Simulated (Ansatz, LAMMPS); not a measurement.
## A frame of liquid (Rb,Na,Cs)Cl from 1400 K (88 atoms): geometry optimisation

How does a frame of liquid (Rb,Na,Cs)Cl from 1400 K (88 atoms) relax, and what do bonds, charges and levels look like afterwards?

Program: Ansatz 0.2.0. Level of theory: Kohn-Sham DFT, r2SCAN, PAW (set soft_2), plane waves. Results are calculated unless marked as measured.

## Step 1: The structure

The cell holds 88 atoms: 7 Rb, 25 Na, 12 Cs and 44 Cl. Its edges and angles: a = 15.339 Å, b = 15.339 Å, c = 15.339 Å, α = 90.0°, β = 90.0°, γ = 90.0°. 88 atoms (7 Rb, 25 Na, 12 Cs, 44 Cl) placed at random at 1.99 g/cm³, melted at 1800 K for 10 ps at fixed volume with the Lennard-Jones and Coulomb ion parameters for SPC/E (Joung and Cheatham, J. Phys. Chem. B 112, 9020 (2008)), full charges. Snapshot at the end of a hold of 20 ps at 1400 K and fixed volume.

What the set-up can't give: The starting topology of bonds comes from the classical model. The ion parameters were fitted for water, not for melts, so the starting structure of this cell may lie well off the real melt's. Only the Γ point is sampled, in a cell whose shortest periodic width is 15 Å. No spin–orbit coupling is included, so levels derived from the heavy atoms are approximate.

## Step 2: Single point at the start

The forces at the start show how far the geometry lies from a minimum of this functional.

The input, input.yaml:

```yaml
crystal:
  lattice:
    - [15.3395, 0.0, 0.0]
    - [0.0, 15.3395, 0.0]
    - [0.0, 0.0, 15.3395]
  atoms:
    - { symbol: Rb, position: [0.83462, 0.12071, 0.50048] }
    - { symbol: Rb, position: [0.56486, 0.75206, 0.32539] }
    - { symbol: Rb, position: [0.37254, 0.50068, 0.74698] }
    - { symbol: Rb, position: [0.68756, 0.77404, 0.90238] }
    [... 78 atom lines left out ...]
    - { symbol: Cl, position: [0.30457, 0.38688, 0.47442] }
    - { symbol: Cl, position: [0.35837, 0.31444, 0.74315] }
    - { symbol: Cl, position: [0.42121, 0.71731, 0.46619] }
    - { symbol: Cl, position: [0.79656, 0.86163, 0.47895] }
    - { symbol: Cl, position: [0.31371, 0.93171, 0.29203] }
    - { symbol: Cl, position: [0.72414, 0.10811, 0.25747] }
kpoints:
  mp_grid: { grid: [1, 1, 1] }
hamiltonian:
  xc: r2scan
scf:
  occupations: { method: fermi_dirac, width: 0.121 }
output:
  forces: true
  stress: true
  populations: true
  dos:
    method: { smearing: { sigma: 0.1 } }
    de: 0.1
    projected: { site_lists: { Cl: [Cl], Cs: [Cs], Na: [Na], Rb: [Rb] } }
  eigenvalues: true
```

Launch:

```
> ansatz run input.yaml --threads 4 --pin off --max-ram 8192MiB --backend cpu --events-out ev --progress --plain --runs-dir out
```

The job ended after 3.1 min (4 threads of Arm Neoverse V2, shared host; peak memory 7.5 GiB; 12 min of CPU time).

The program notes that it cut back its work space to fit the memory limit.

The run gave:

| Property | Result |
| --- | --- |
| free energy | -176231.2063 eV |
| free energy per atom | -2002.6273 eV/atom |
| SCF cycles | 8 |
| pressure | -0.24 GPa |
| r.m.s. force component | 0.4198 eV/Å |
| longest force | 1.806 eV/Å |
| Fermi energy | 1.658 eV |
| gap (highest filled to lowest empty level) | 3.555 eV |
| spilling of the projection | 0.003483 |

The r.m.s. force component of 0.42 eV/Å and the pressure of -0.24 GPa set the starting point.

Length of the force by element:

| element | coordination | atoms | mean length of the force (eV/Å) | spread | least | most |
| --- | --- | --- | --- | --- | --- | --- |
| Cl | all | 44 | 0.676 | 0.386 | 0.113 | 1.81 |
| Cs | all | 12 | 0.762 | 0.352 | 0.316 | 1.63 |
| Na | all | 25 | 0.428 | 0.202 | 0.0619 | 0.803 |
| Rb | all | 7 | 0.803 | 0.433 | 0.224 | 1.50 |

## Step 3: Relaxation

The atoms are relaxed in the fixed cell, aiming at the force tolerance of the input.

input.yaml, the sections that differ from step 2:

```yaml
output:
  forces: true
relax:
  f_tol: 0.05
  max_steps: 57
# crystal, kpoints, hamiltonian, scf: as in step 2
```

It took 46 min on 4 threads; peak memory 7.3 GiB.

The walk was cut short by its limit. What follows describes the steps that were made.

The steps of the relaxation (22 of 25):

| step | energy less that of the first step (eV) | largest force component (eV/Å) |
| --- | --- | --- |
| 1 | 0.0000 | 1.7574 |
| 2 | -3.9098 | 0.6918 |
| 3 | -6.7048 | 0.4639 |
| 4 | -8.3023 | 0.3311 |
| 6 | -10.0975 | 0.2316 |
| 7 | -10.6347 | 0.2132 |
| 8 | -11.0147 | 0.1870 |
| 9 | -11.3506 | 0.1882 |
| 10 | -11.6792 | 0.1371 |
| 11 | -11.9437 | 0.2073 |
| 12 | -12.2281 | 0.1638 |
| 14 | -12.7067 | 0.1053 |
| 15 | -12.8845 | 0.1558 |
| 16 | -13.0283 | 0.0915 |
| 17 | -13.1476 | 0.0972 |
| 18 | -13.2458 | 0.0745 |
| 19 | -13.2770 | 0.1980 |
| 20 | -13.3552 | 0.1228 |
| 22 | -13.5018 | 0.1059 |
| 23 | -13.5821 | 0.1071 |
| 24 | -13.6645 | 0.0979 |
| 25 | -13.7160 | 0.0888 |

The atoms that moved most (Å):

| atom | dx | dy | dz | length |
| --- | --- | --- | --- | --- |
| Cs35 | 1.976 | 0.248 | -0.534 | 2.061 |
| Cl78 | -1.887 | -0.474 | 0.499 | 2.008 |
| Rb3 | -0.265 | 0.579 | -1.728 | 1.842 |
| Na8 | -1.513 | -0.340 | 0.775 | 1.733 |
| Cl83 | 1.226 | 0.774 | -0.719 | 1.619 |
| Na26 | -1.389 | 0.549 | 0.129 | 1.499 |
| Cl66 | -1.121 | -0.003 | 0.916 | 1.448 |
| Cl45 | 1.325 | 0.064 | 0.571 | 1.444 |

The relaxation changed the energy by -156 meV/atom, and atoms moved by 0.99 Å r.m.s., 2.1 Å at most.

## Step 4: Distances and neighbours after relaxation

Bonds before and after, by the cutoffs listed below:

| pair | bonds before | bonds after | mean before (Å) | mean after (Å) | spread before (Å) | spread after (Å) |
| --- | --- | --- | --- | --- | --- | --- |
| Cl-Na | 85 | 101 | 2.844 | 2.767 | 0.187 | 0.101 |
| Cl-Rb | 28 | 38 | 3.303 | 3.443 | 0.287 | 0.174 |

Density 1.99 g/cm³, 41.02 Å³ an atom.

g(r), total and by pair (bins of 0.2 Å):

| r (Å) | total | Cl-Cl | Cl-Na | Cl-Cs | Cl-Rb | Na-Na | Na-Cs |
| --- | --- | --- | --- | --- | --- | --- | --- |
| 2.50 | 0.06 | 0.00 | 0.20 | 0.00 | 0.00 | 0.00 | 0.00 |
| 2.70 | 3.67 | 0.00 | 12.94 | 0.00 | 0.00 | 0.00 | 0.00 |
| 2.90 | 1.03 | 0.00 | 3.61 | 0.00 | 0.00 | 0.00 | 0.00 |
| 3.10 | 0.20 | 0.00 | 0.56 | 0.00 | 0.46 | 0.00 | 0.00 |
| 3.30 | 0.94 | 0.00 | 0.23 | 1.94 | 7.64 | 0.00 | 0.00 |
| 3.50 | 1.54 | 0.00 | 0.00 | 8.37 | 4.58 | 0.39 | 0.00 |
| 3.70 | 1.03 | 0.53 | 0.20 | 2.62 | 2.00 | 3.05 | 0.35 |
| 3.90 | 0.96 | 2.07 | 0.18 | 0.73 | 0.31 | 3.05 | 0.00 |
| 4.10 | 1.15 | 2.21 | 0.08 | 0.81 | 0.83 | 2.50 | 1.97 |
| 4.30 | 1.21 | 2.25 | 0.29 | 0.15 | 0.00 | 1.24 | 2.61 |
| 4.50 | 1.21 | 1.83 | 0.51 | 0.27 | 0.24 | 1.57 | 2.40 |
| 4.70 | 1.16 | 1.81 | 0.70 | 0.48 | 0.21 | 1.26 | 1.95 |
| 4.90 | 0.83 | 0.80 | 0.54 | 0.35 | 0.40 | 1.33 | 1.39 |
| 5.10 | 1.00 | 1.50 | 0.91 | 0.30 | 0.53 | 1.24 | 1.48 |
| 5.30 | 0.87 | 0.74 | 1.06 | 0.40 | 0.66 | 1.14 | 1.20 |
| 5.50 | 0.92 | 1.08 | 0.99 | 0.63 | 0.16 | 0.92 | 1.25 |
| 5.70 | 0.88 | 0.87 | 1.05 | 0.92 | 0.71 | 0.42 | 0.88 |
| 5.90 | 0.96 | 0.72 | 1.46 | 0.78 | 0.66 | 0.13 | 0.81 |
| 6.10 | 0.86 | 0.72 | 1.06 | 0.80 | 0.87 | 0.62 | 1.42 |
| 6.30 | 1.09 | 0.68 | 1.49 | 1.30 | 1.88 | 0.34 | 0.60 |
| 6.50 | 1.19 | 0.70 | 1.73 | 1.02 | 1.45 | 0.99 | 0.68 |
| 6.70 | 1.02 | 0.95 | 1.20 | 1.40 | 1.15 | 0.81 | 0.42 |
| 6.90 | 0.98 | 0.93 | 1.18 | 0.98 | 1.76 | 0.87 | 0.30 |
| 7.10 | 1.02 | 0.95 | 0.83 | 1.67 | 1.20 | 1.37 | 0.39 |
| 7.30 | 0.87 | 0.84 | 1.03 | 1.07 | 1.23 | 0.43 | 0.54 |
| 7.50 | 1.02 | 0.98 | 0.96 | 1.35 | 1.49 | 1.31 | 0.68 |

Bonds by pair of elements; cutoffs follow the first minimum of g(r), held within bounds set by covalent radii, and pairs that aren't listed don't count as bonded:

| pair A-B | cutoff (Å) | bonds | mean length (Å) | spread (Å) | shortest (Å) | B about A | A about B |
| --- | --- | --- | --- | --- | --- | --- | --- |
| Cl-Na | 3.23 | 101 | 2.77 | 0.101 | 2.60 | 2.29 | 4.04 |
| Cl-Cs | 4.05 | 65 | 3.57 | 0.158 | 3.29 | 1.48 | 5.42 |
| Cl-Rb | 3.98 | 38 | 3.44 | 0.174 | 3.17 | 0.864 | 5.43 |

The cutoff for Cl-Cs falls short of the minimum of g(r), so counts run low and odd coordinations can be artefacts.

How many atoms have how many bonded neighbours:

| element | mean | 3 | 4 | 5 | 6 | 7 |
| --- | --- | --- | --- | --- | --- | --- |
| Cl | 4.64 | 1 | 17 | 23 | 3 | 0 |
| Cs | 5.42 | 0 | 0 | 7 | 5 | 0 |
| Na | 4.04 | 3 | 18 | 4 | 0 | 0 |
| Rb | 5.43 | 0 | 1 | 3 | 2 | 1 |

Bond angles (no mean is given where the spread exceeds 20°):

| angle | count | mean (°) | spread (°) |
| --- | --- | --- | --- |
| Cl-Na-Cl | 157 | - | - |
| Cl-Cs-Cl | 145 | - | - |
| Cs-Cl-Na | 119 | - | - |
| Na-Cl-Na | 92 | - | - |
| Cl-Rb-Cl | 87 | - | - |

Bond length by coordination (bonds to H left out):

| element | coordination | atoms | mean bond length (Å) |
| --- | --- | --- | --- |
| Cl | 3 | 1 | 3.51 |
| Cl | 4 | 17 | 3.04 |
| Cl | 5 | 23 | 3.19 |
| Cl | 6 | 3 | 3.20 |
| Cs | 5 | 7 | 3.55 |
| Cs | 6 | 5 | 3.59 |
| Na | 3 | 3 | 2.68 |
| Na | 4 | 18 | 2.75 |
| Na | 5 | 4 | 2.87 |
| Rb | 4 | 1 | 3.38 |
| Rb | 5 | 3 | 3.36 |
| Rb | 6 | 2 | 3.50 |
| Rb | 7 | 1 | 3.56 |

First main peaks of g(r), for some of the pairs, lie near 2.7 Å (Cl-Na), 3.5 Å (Cl-Cs), 3.3 Å (Cl-Rb) and 4.3 Å (Na-Cs).

## Step 5: Outcome

```yaml
energy_change_in_the_relaxation: -155.9 meV/atom
r_m_s_displacement: 0.988 Å
largest_displacement: 2.061 Å
wall_time_of_the_2_dft_runs: 49 min
```

Relaxation lowers the energy by 156 meV/atom and moves atoms by 0.99 Å r.m.s. The relaxation stopped at its limit, so this isn't yet a minimum. From the first step to the last the energy fell by 13.716 eV, and the largest move was 2.06 Å (Cs35). The relaxation was not finished: the largest force component stood at 0.089 eV/Å. The Cl-Rb bonds change most in mean length: from 3.303 Å (spread 0.287) to 3.443 Å (spread 0.174), and their number from 28 to 38.

Caveats: The force components of 0.42 eV/Å r.m.s. come partly from thermal motion and partly from the difference between the classical potential and DFT. The starting topology of bonds comes from the classical model; in DFT atoms moved by 0.99 Å r.m.s. The pressure of a single frame lacks the kinetic term.

[Logs are printed without paths, hosts, clocks, repeated set-up lines and the standing remarks that a program may print on its own settings, such as how far it seeks lower states.]

[Hosts, paths, dates, database ids (printed as entryN), source tags and the programs' standing remarks are cut or masked in the printed files.]
